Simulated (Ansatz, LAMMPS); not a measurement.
# Structural relaxation of aqueous N(CH3)4+ and OH-, 1.2 mol of salt per kg of water, from a frame at 280 K (163 atoms), part 2 of 2

Aim: bring aqueous N(CH3)4+ and OH-, 1.2 mol of salt per kg of water, from a frame at 280 K (163 atoms) to a nearby minimum of the energy and see what moves.

Ansatz 0.2.0; Kohn-Sham DFT, PBE+D3(BJ), PAW (set soft_2), plane waves.

The cell: 4 C, 1 N, 109 H and 49 O. The network of contacts between molecules at the start is that of the classical potential that made the cell. The density was typed from a rule of thumb and may lie off the real one at this temperature. The Brillouin zone is sampled at Γ only, in a cell whose shortest periodic width is 12 Å.

So far. Step 4 (Relaxation): The relaxation changed the energy by -47.7 meV/atom, and atoms moved by 0.64 Å r.m.s., 1.8 Å at most.

### 6. Single point at the relaxed geometry (continued)

Electrostatic potential energy in the ac plane at fractional y = 0.301, with atoms of C and H and O within 0.2 Å of it. With pseudopotentials it is smooth inside the atoms' cores, unlike the true potential.

Values in eV, 13 rows by 16 columns, each cell a mean:
```
  2   4   4   4  -1 -13  -7  -1 -18 -34  -2   3   3   4   4   2
 -9   3   4   5   5   4   1   2  -1  -8   3   4   4   4   3 -17
  0   4   4   5   5   4   4   4   3   3   4   4   4   4   4  -1
  3   4   5   5   3   1   0   4   4   4   3   2   3   4   4   3
  5   5   4   4   2 -19 -34  -1   4   4   2   1   3   2   3   4
  4   4   3   4   2 -10  -8   4   4   3   1   1   1 -12 -12   3
  4   4   3   3   3   3   4   4  -1 -13 -26 -15  -1  -6  -3   3
  4   4   2   2   3  -2   2   4   0 -10 -21 -12   1  -1  -2   3
  4   4   4   4   2 -21 -22   1   4   3   1  -1   3   3   3   4
  3   4   4   4   4  -2 -16  -1  -8   0   3   4   4   5   3   3
  1   3   4   4   3   3   4   0 -22 -34  -8   4   5   2 -18  -1
  4   4   4   4   3   3   4   4   0 -13   1   4   4   2   1   4
  4   4   4   4  -8 -11   2   3  -6 -22   2   4   4   4   4   4
```
Columns run along a (11.7 Å; values clipped at the 3rd and 97th percentile), rows up along c (11.7 Å). Atoms in or near the plane, at fractional coordinates: C at (0.66, 0.46), H at (0.57, 0.46), H at (0.87, 0.56), H at (0.31, 0.01), O at (0.57, 0.94), H at (0.57, 0.03), H at (0.34, 0.36), O at (0.58, 0.17), H at (0.51, 0.22), O at (0.39, 0.64).

Valence density in the ac plane at fractional y = 0.301, with atoms of C and H and O within 0.2 Å of it. It is the smooth field of the valence electrons, not physical close to the nuclei.

Ten steps, logarithmic in the rise over the least value, from '0' (0.0 e/Å³) to '9' (6.4 e/Å³), each cell a mean:
```
100000002567543247997421111100011
321000001356554347998521101001234
642000000123322134665310000012467
642000000001000011222100000012467
421000000000000000110000000001344
210000000001100001111000000000112
000000000123432111111111000000000
011110000246886311111122100000000
011211000258997420000122110111000
001111000247886310000111111344210
000011111134443100012232223576410
000001223221110001345555433565310
000012344421000013567776433454310
000012344432110012466776422344310
000001223334432111234565311233210
000000011246775310011233210011000
000000000146897421101111000000000
100000000135776433332210000123321
211000000112333356776420001246643
211000000111111246999631001357764
110000001111000125898520001245542
000000001111000013454310000122221
000000001233210013553100000010000
000000002565421124675210011100000
```
Columns run along a (11.7 Å), rows up along c (11.7 Å). Atoms in or near the plane, at fractional coordinates: C at (0.66, 0.46), H at (0.57, 0.46), H at (0.87, 0.56), H at (0.31, 0.01), O at (0.57, 0.94), H at (0.57, 0.03), H at (0.34, 0.36), O at (0.58, 0.17), H at (0.51, 0.22), O at (0.39, 0.64).

Mean Löwdin charges: C -0.35, H +0.37, N +0.16, O -0.69 e (they miss 1.1 % of the electrons, so they add up to more than the cell's charge). The largest share in the top eV of filled states is O p (99 % of the projected weight), and in the lowest eV of empty states H s (70 % of the projected weight).

A closer look about N2, the only N atom: 8 atoms, nearest first, numbered in the order of the input, with positions taken from that point.

```tsv
atom	x	y	z	distance (Å)	bonds	Löwdin charge (e)
N2	0.00	0.00	0.00	0.00	4	0.16
C1	-0.77	1.21	-0.43	1.50	4	-0.35
C4	-0.45	-0.40	1.37	1.50	4	-0.36
C5	1.47	0.32	0.01	1.50	4	-0.35
C3	-0.25	-1.13	-0.95	1.50	4	-0.35
H14	0.20	-1.21	1.72	2.11	1	0.21
H6	-0.59	2.01	0.30	2.11	1	0.22
H13	-1.49	-0.73	1.31	2.11	1	0.22
```

The column of bonds counts only the pairs H-O within 1.21 Å, H-C within 1.34 Å, C-N within 1.79 Å; other neighbours, such as metal atoms beside each other in a compound, aren't counted, and periodic images can show an atom twice.

### 7. A changed input

The input is spoilt on purpose; the run shows how that looks.

input.yaml reads:

```yaml
crystal:
  lattice:
    - [11.65719, 0.0, 0.0]
    - [0.0, 11.65719, 0.0]
    - [0.0, 0.0, 11.65719]
  atoms:
    [... the 163 atom lines of step 3 ...]
kpoints:
  mp_grid: { grid: [1, 1, 1] }
hamiltonian:
  xc: pbe
  dispersion: d3bj
scf:
  occupations: { method: fixed }
  max_iter: 100
output:
  forces: true
ENCUT: 60
```

Command:

```console
ansatz run input.yaml --threads 4 --pin off --max-ram 8192MiB --backend cpu --events-out ev --progress --plain --runs-dir out
```

Elapsed: 0.03 s, on 4 threads of Arm Neoverse V1, shared host; peak memory 0.022 GiB; 0.03 s of CPU time.

The program refused the input before any cycle.

The program's message: “Error: YAML parse error: error: line 180 column 1: unknown field `ENCUT`, expected one of crystal, accuracy, basis, kpoints, hamiltonian, magnetization, projection, total_charge, correlation, batch, e …”

The fault in the input: a keyword of another program (ENCUT = 60). The fix is to take the foreign keyword out.

### 8. Another setting: basis.ecutwfc = "250 eV" and scf.n_extra_bands = 8

Changed here: basis.ecutwfc = "250 eV" and scf.n_extra_bands = 8.

input.yaml, the sections that differ from step 7:

```yaml
scf:
  occupations: { method: fixed }
  n_extra_bands: 8
output:
  forces: true
  stress: true
  populations: intrinsic
  dos:
    method: { smearing: { sigma: 0.08 } }
    de: 0.1
    projected: { site_lists: { C: [C], H: [H], "N": ["N"], O: [O] } }
  eigenvalues: true
basis:
  ecutwfc: "250 eV"
# crystal, kpoints, hamiltonian: as in step 7
```

The job ended after 11 s (4 threads; peak memory 0.85 GiB).

The program notes that the cutoff lies under the one recommended for these potentials.

Forces differ from those of the single point at the start by 151 meV/Å r.m.s., 29 % of their size; the energy by +648 meV/atom, the pressure by -1.2 GPa and the gap by -0.15 eV. It took 0.46 times the reference's time (shared host, so rough).

### 9. Summary of results

- energy change in the relaxation: -47.69 meV/atom
- r.m.s. displacement: 0.642 Å
- largest displacement: 1.819 Å
- free energy per atom: -189.9268 eV/atom
- pressure: -0.4496 GPa
- r.m.s. force component: 0.00665 eV/Å
- gap (highest filled to lowest empty level): 4.808 eV
- wall time of the 4 DFT runs: 5 min

In words: Relaxation lowers the energy by 47.7 meV/atom and moves atoms by 0.64 Å r.m.s.; the r.m.s. force component goes from 0.52 to 0.0066 eV/Å, the pressure goes from -1.9 to -0.45 GPa, and the gap from 4.15 to 4.81 eV. By the final cutoffs no bond was broken or made. From the first step to the last the energy fell by 7.774 eV, and the largest move was 1.82 Å (H91). The C-N bonds change most in mean length: from 1.487 Å (spread 0.028) to 1.501 Å (spread 0.001). Counting bonds as in the table, all C atoms have 4, all H atoms have 1, all N atoms have 4 and 98 % of O atoms have 2 bonded neighbours. The 48 water molecules hold 3.75 hydrogen bonds each to other water on average, with a mean O–O distance of 2.76 Å. The highest filled and lowest empty levels differ by 4.81 eV (at Γ alone); a semilocal functional tends to put such gaps too low. In a disordered cell it changes from sample to sample and from frame to frame.

**Limits.** The network of contacts between molecules at the start is that of the classical potential that made the cell; in DFT atoms moved by 0.64 Å r.m.s.

[Logs are printed without paths, hosts, clocks, repeated set-up lines and the standing remarks that a program may print on its own settings, such as how far it seeks lower states.]

[Hosts, paths, dates, database ids (printed as entryN), source tags and the programs' standing remarks are cut or masked in the printed files.]
